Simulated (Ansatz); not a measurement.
# Sensitivity of the G0W0 gap of SnSe2 (P-3m1)

A base run on SnSe2 (P-3m1), then changed inputs.

Program: Ansatz 0.2.0. Level of theory: G0W0 on PBE, plane waves, PAW; PAW set soft_1. Results are calculated unless marked as measured.

## Step 1: The starting structure

The structure is trigonal, space group P-3m1 (No. 164). The conventional cell has a = 3.811 Å, b = 3.811 Å, c = 6.136 Å, α = 90.00°, β = 90.00°, γ = 120.00°. Nearest to Sn lie 6 Se at 2.72 Å. Se has 3 Sn at 2.72 Å nearest. Farther neighbours and most contacts between anions are not listed.

Geometry: measured cell, ions relaxed with PBE. The runs that relaxed it are not among those shown.

## Step 2: The base run: 6×6×4 mesh, 81 empty bands, screening to 60 eV, PAW set soft_1 files

Now the one-shot GW correction: screening in the RPA, then the self-energy of the levels asked for. This step takes PAW set soft_1 files.

Input file input.yaml:

```yaml
crystal:
  lattice:
    - [3.811, 0.0, 0.0]
    - [-1.9055, 3.3004228138, 0.0]
    - [0.0, 0.0, 6.136]
  atoms:
    - { symbol: Sn, position: [0.0, 0.0, 0.0] }
    - { symbol: Se, position: [0.3333333333, 0.6666666667, 0.2614399677] }
    - { symbol: Se, position: [0.6666666667, 0.3333333333, 0.7385600323] }
kpoints:
  mp_grid: { grid: [6, 6, 4] }
hamiltonian:
  xc: pbe
  pseudopotentials: { kind: paw, azcp: { folder: soft_1 } }
scf:
  occupations: { method: fixed }
gw:
  n_empty_bands: 81
  ecut_chi: 60
  qp_bands: [v2, c2]
  qp_kpoints: band_edges
  screening: { model: contour_deformation }
```

Launch:

```console
$ ansatz run input.yaml --threads 3 --pin off --max-ram 92160MiB --backend cuda --events-out ev --progress --plain --runs-dir out --devices 1 --max-vram 13GiB
```

Numbers of over 12 decimals in the logs are rounded to 6 here.

What it wrote:

```text
GPUs: using 1 of 1 available (devices: 1).
Engine: ansatz 0.2.0, x86_64-unknown-linux-gnu
Pseudopotentials: kind: paw
Pseudopotential: Sn, paw, valence charge 14, recommended cutoff 420 eV (normal), soft_1/Sn.paw.azcp
Pseudopotential: Se, paw, valence charge 16, recommended cutoff 420 eV (normal), soft_1/Se.paw.azcp
Functional definition: PBE
  parameter kappa = 0.804
  parameter beta = 0.066725
  exchange = pbe_x(kappa = kappa, mu = beta*pi^2/3)
  correlation = pbe_c(beta = beta)
device memory: the entry about to start is reckoned to put 0.9 GiB on a device that reports 55.6 GiB free (of which the cap on the GPU budget leaves the run 13.0 GiB)
GPU FFT provider: cuFFT
GPU libraries: cuBLAS 13.8.2, cuFFT 12.4.0, cuSOLVER 12.3.4
Crystal: 3 atoms, lattice volume = 77.178 Å³
Basis set: ecut = 420 eV, 1485 PW (Γ)
Bands: 28, of which v1, the nominal top of the filled ones, is band 23 counted from 1 (22 counted from 0)
Symmetry: 12 space group operations
Space group: P-3m1 (ITA 164), of the structure as read, at distance tolerance 4.3e-5 Å
k-points: 24 of 144
Non-local potential: Sn, projectors of the file, l = 0: 2, l = 1: 2, l = 2: 2, l = 3: 1
Non-local potential: Se, projectors of the file, l = 0: 2, l = 1: 2, l = 2: 3, l = 3: 1
PAW form: soft (Blöchl's): semilocal exchange-correlation on the pseudo side does not see the compensation charge
PAW one-centre angular grid: Sn, 590 points (default); XC on 64 Gauss nodes
PAW one-centre angular grid: Se, 590 points (default); XC on 64 Gauss nodes
Initial density: superposition of atomic densities (chi_scale 0.1, normalization cell, long waves kept (reshape's long-wave potential 0.10 eV rms))
Initial wavefunctions: pseudopotential atomic-orbital guess
GPU buffer pool allocated for 32805 grid points (all kernels)
GPU transforms: local potential and band sums: pruned to the plane-wave sphere, on 25×25×45
Functional: x = pbe(κ = 0.804, μ = 0.219515), c = pbe(β = 0.066725)
SCF iter   1: F=—  HF=-16963.819844 eV  |F-HF|=—  |Δ(HF+E_count)|=         —  Δρ=3.23e-2  dr2=1.66e0  ethr=3.10e-3  ⟨swp⟩=5.0  Hψ=2578  notcnv=0  defer=67
preconditioner: auto → Resta (q_TF=auto, 2.503 Å⁻¹)  ε∞=4.0  [insulator: Δε(μ)=0.558 eV  Ē_g=9.780 eV  n_scr=22 (ndim 8)  ℏωp=16.9 eV  f_vac=0.027  ε∞_Penn≈4.0]
SCF iter   2: F=—  HF=-16963.468601 eV  |F-HF|=—  |Δ(HF+E_count)|=   3.51e-1  Δρ=1.63e-2  dr2=2.35e-1  ethr=3.10e-3  ⟨swp⟩=2.0  Hψ=969  notcnv=0  defer=29
SCF iter   3: F=—  HF=-16963.418506 eV  |F-HF|=—  |Δ(HF+E_count)|=   5.01e-2  Δρ=5.34e-3  dr2=1.81e-2  ethr=5.11e-4  ⟨swp⟩=2.0  Hψ=809  notcnv=0  defer=67
SCF iter   4: F=—  HF=-16963.418566 eV  |F-HF|=—  |Δ(HF+E_count)|=   5.98e-5  Δρ=1.08e-3  dr2=1.38e-3  ethr=3.94e-5  ⟨swp⟩=2.0  Hψ=1246  notcnv=0  defer=69
[...]
E_xc         = -295.618973
  E_vxc        = -260.578555  (∫ρ·V_xc dr)
  E_paw        = -8631.685862  (= ΣΔE_a)
  E_vpaw       = -702.965635  (= ΣTr[D̂ρ^β])
  E_aug_tail   = -0.000477  (compensation charges beyond the density's cutoff)
  E_ewald      = -4724.188291
  E_smearing   = -0.000000  (= −TS)
  E_closure    = 0.000000  (closes the sum)
  Σ components = -16963.419068   (vs F -16963.419068, Δ=0.00e0)
--- Band table (eV; the first three rows and the last of 24) ---
  k-point 0: bands = [... 19 lower, 7.4043, 7.6111, 7.6111, 7.7880, 8.8794, 11.0728, 12.6065, 12.6065, ... 1 higher]
  k-point 1: bands = [... 19 lower, 7.3180, 7.3180, 7.7348, 7.7348, 9.8595, 11.0538, 12.4424, 12.4424, ... 1 higher]
  k-point 2: bands = [... 19 lower, 7.2669, 7.2669, 7.8248, 7.8248, 10.4989, 10.9428, 12.2884, 12.2884, ... 1 higher]
  k-point 23: bands = [... 19 lower, 3.7758, 4.2254, 7.5327, 7.5327, 10.1903, 12.2199, 12.2199, 13.7625, ... 1 higher]
--- G₀W₀: contour deformation, 7 samples at zero and on the imaginary axis and 2 off it, 144 q-points, 81 empty bands' worth ---
  eigenvalues of the whole cell's RPA ε∞ on this k-mesh (on a slab, of 1 + 4πα/V) = 11.0273, 14.4828, 14.4828; static W/v taken at q = 0 is 0.074069
  bands read: the sum over 104 bands ends inside a degenerate multiplet in 4 slots, whose members it reads at an even weight; the widest, k=0: bands 104 to 105 (counted from 1) at 1/2 each
  gw.qp_kpoints: band_edges: 19 of 24 stored k-points solved, in 1 pass; an edge of the gap read off the rows below is read off those points alone
    valence top: of the k-points left out ik 20 came nearest to being solved in a further pass, in band 23 (counted from 1, as in the quasiparticle table): it holds the edge there only if its correction is more favourable than any solved in that band by at least 0.509 eV; those differ by 0.120 eV
    conduction bottom: of the k-points left out ik 17 came nearest to being solved in a further pass, in band 24 (counted from 1, as in the quasiparticle table): it holds the edge there only if its correction is more favourable than any solved in that band by at least 0.705 eV; those differ by 0.199 eV
    ik  band        ε_KS         Σx   Σc(E_QP)       V_xc       Z   E_QP_lin       E_QP  E_QP is
     0    22      7.6111   -17.4925     2.0011   -15.4207  0.7259     7.5403     7.5405  root
     0    23      7.7880   -17.6626     2.0429   -15.5492  0.7346     7.7174     7.7176  root
     0    24      8.8794   -11.9369    -2.7665   -15.2112  0.7729     9.3918     9.3872  root
     0    25     11.0728    -8.1307    -3.7853   -12.2763  0.7757    11.4365    11.4332  root
     1    22      7.7348   -17.5248     1.9272   -15.5328  0.7306     7.6700     7.6701  root
     1    23      7.7348   -17.5248     1.9272   -15.5328  0.7306     7.6700     7.6701  root
     1    24      9.8595   -12.3035    -2.9084   -15.7335  0.7577    10.3883    10.3811  root
     1    25     11.0538    -8.4206    -3.7896   -12.5975  0.7741    11.4447    11.4411  root
[...]
23    22      7.5327   -17.3922     2.0780   -15.1997  0.7260     7.4177     7.4182  root
    23    23      7.5327   -17.3922     2.0780   -15.1997  0.7260     7.4177     7.4182  root
    23    24     10.1903   -11.9121    -3.4296   -15.8864  0.7187    10.7462    10.7350  root
    23    25     12.2199    -7.9741    -3.9399   -12.2840  0.7753    12.5920    12.5899  root
[key lines of the parts left out:]
SCF converged after 8 iterations
Free energy (F): -16963.419068 eV
Fermi energy:    7.889192 eV
```

Elapsed: 22 s, on 1 × NVIDIA H100 80GB HBM3 (shared by 6 runs) with 3 threads of AMD EPYC 7R13 (Zen 3), shared host; peak memory 1.1 GiB; 17 s of CPU time.

Numbers from this step:

* bands summed: 104
* RPA ε∞ on this mesh (eigenvalues): 11.03, 14.48, 14.48
* plane waves in the screening matrix: 97
* q-points in the mesh: 144
* G0W0 gap on the mesh: 1.140 eV
* k of the valence top: 0, 0.1667, 0
* k of the conduction bottom: 0, -0.5, -0.5
* starting gap on the mesh: 0.7024 eV
* Z at the valence top: 0.7335
* Z at the conduction bottom: 0.7560
* least direct G0W0 gap on the computed points: 1.670 eV

The gap on the mesh goes from 0.70 eV to 1.14 eV, a correction of +0.44 eV. Between the two edge states, bare exchange in place of the xc potential would open the gap by 4.85 eV, and correlation takes back 4.41 eV.

## Step 3: Variant: fewer bands

input.yaml: that of step 2 with these lines changed.

```diff
@@ -10,3 +10,3 @@
 kpoints:
-  mp_grid: { grid: [6, 6, 4] }
+  mp_grid: { grid: [6, 6, 2] }
 hamiltonian:
@@ -17,3 +17,3 @@
 gw:
-  n_empty_bands: 81
+  n_empty_bands: 58
   ecut_chi: 60
```

What it wrote:

```text
GPUs: using 1 of 1 available (devices: 1).
[...]
GPU FFT provider: cuFFT
GPU libraries: cuBLAS 13.8.2, cuFFT 12.4.0, cuSOLVER 12.3.4
Crystal: 3 atoms, lattice volume = 77.178 Å³
Basis set: ecut = 420 eV, 1485 PW (Γ)
Bands: 28, of which v1, the nominal top of the filled ones, is band 23 counted from 1 (22 counted from 0)
Symmetry: 12 space group operations
[...]
k-points: 14 of 72
[...]
GPU buffer pool allocated for 32805 grid points (all kernels)
[...]
SCF iter   1: F=—  HF=-16963.829769 eV  |F-HF|=—  |Δ(HF+E_count)|=         —  Δρ=3.24e-2  dr2=1.67e0  ethr=3.10e-3  ⟨swp⟩=5.0  Hψ=1439  notcnv=0  defer=38
[...]
SCF iter   8: F=-16963.426708 eV  HF=-16963.426708 eV  |F-HF|=1.97e-7  |Δ(HF+E_count)|=   4.22e-6  Δρ=7.86e-6  dr2=9.42e-8  ethr=2.17e-10  ⟨swp⟩=8.1  Hψ=1816  notcnv=0
SCF 1 converged in 8 iterations: F = -16963.426708 eV  dr2 = 9.42e-8
[...]
NSCF: frozen V_eff on 14 k-points, pencils in batches of 32, up to order 112
[...]
NSCF: frozen V_eff on 14 k-points
G₀W₀ screening: q 1/14
[... further progress lines ...]
SCF converged after 8 iterations
Free energy (F): -16963.426708 eV
[...]
Internal energy: -16963.426708 eV  (E = F + TS)
E sigma→0 (E₀):  -16963.426708 eV
Fermi energy:    7.886472 eV
[...]
--- Band table (eV; the first three rows and the last of 14) ---
  k-point 0: bands = [... 19 lower, 7.4037, 7.6099, 7.6099, 7.7861, 8.8792, 11.0734, 12.6075, 12.6075, ... 1 higher]
  k-point 1: bands = [... 19 lower, 7.2661, 7.2661, 7.8237, 7.8237, 10.4989, 10.9433, 12.2894, 12.2894, ... 1 higher]
  k-point 2: bands = [... 19 lower, 6.3815, 6.5909, 7.8488, 7.8865, 10.1140, 11.6588, 12.6658, 12.9671, ... 1 higher]
  k-point 13: bands = [... 19 lower, 3.7753, 4.2249, 7.5312, 7.5312, 10.1897, 12.2193, 12.2193, 13.7621, ... 1 higher]
[...]
0    22      7.6099   -17.4734     2.0851   -15.4210  0.7243     7.6426     7.6427  root
     0    23      7.7861   -17.8193     2.3022   -15.5486  0.7277     7.8176     7.8176  root
     0    24      8.8792   -11.8789    -2.7072   -15.2118  0.7692     9.5155     9.5049  root
     0    25     11.0734    -8.1573    -3.6477   -12.2757  0.7785    11.5527    11.5440  root
     1    22      7.8237   -17.5617     1.9732   -15.6369  0.7309     7.8720     7.8721  root
     1    23      7.8237   -17.5617     1.9732   -15.6369  0.7309     7.8720     7.8721  root
     1    24     10.4989   -12.2228    -3.1899   -16.0962  0.7349    11.2011    11.1825  root
     1    25     10.9433    -8.4641    -3.6479   -12.6173  0.7768    11.4562    11.4486  root
[...]
13    22      7.5312   -17.4529     2.2412   -15.1998  0.7216     7.5193     7.5193  root
    13    23      7.5312   -17.4529     2.2412   -15.1998  0.7216     7.5193     7.5193  root
    13    24     10.1897   -11.8843    -3.3423   -15.8868  0.7142    10.8649    10.8499  root
    13    25     12.2193    -7.9169    -3.8939   -12.2837  0.7599    12.6998    12.6921  root
```

Elapsed: 12 s, on 1 × NVIDIA H100 80GB HBM3 (shared by 6 runs) with 3 threads; peak memory 1 GiB.

Against the base:

```csv
setting,base,variant
mesh,6×6×4,6×6×2
empty bands,81,58
```

```csv
quantity,variant,base
starting gap on the mesh,0.705,0.702
G0W0 gap on the mesh,1.156,1.140
least direct G0W0 gap on the computed points,1.687,1.670
Z at the valence top,0.732,0.733
Z at the conduction bottom,0.753,0.756
```

## Step 4: Outcome

| Quantity | Value |
| --- | --- |
| base | 1.14 eV, 22 s |
| fewer bands | 1.16 eV, 12 s |

**Reading.** Fewer bands: the gap moves by +0.02 eV; such settings are too crude to quote. The variant differs from the base in mesh and empty bands together, so the change can't be laid to one of them. All runs here use a coarse mesh and modest cutoffs; they test settings and are not final values. The 6×6×4 mesh is coarse for this cell (its supercell is 23 Å along the shortest edge). The RPA ε∞ on it, from the PBE start, is 11.03 and 14.48; such meshes misread the long-range screening, most where the gap is narrow. The many-body steps are scalar-relativistic: spin-orbit coupling is not in them.

[Paths, hosts, dates, memory and timing lines, banners, echoed tables and standing remarks are left out of the program output.]

[Logs are printed without paths, hosts, clocks, repeated set-up lines and the standing remarks that a program may print on its own settings, such as how far it seeks lower states.]

[Runs of the session that timed out or met a known fault of the program may be left out.]

[Cells called generated may have been cut or substituted from an entry of the Crystallography Open Database or the Materials Project.]

[Hosts, paths, dates, database ids (printed as entryN), source tags and the programs' standing remarks are cut or masked in the printed files.]
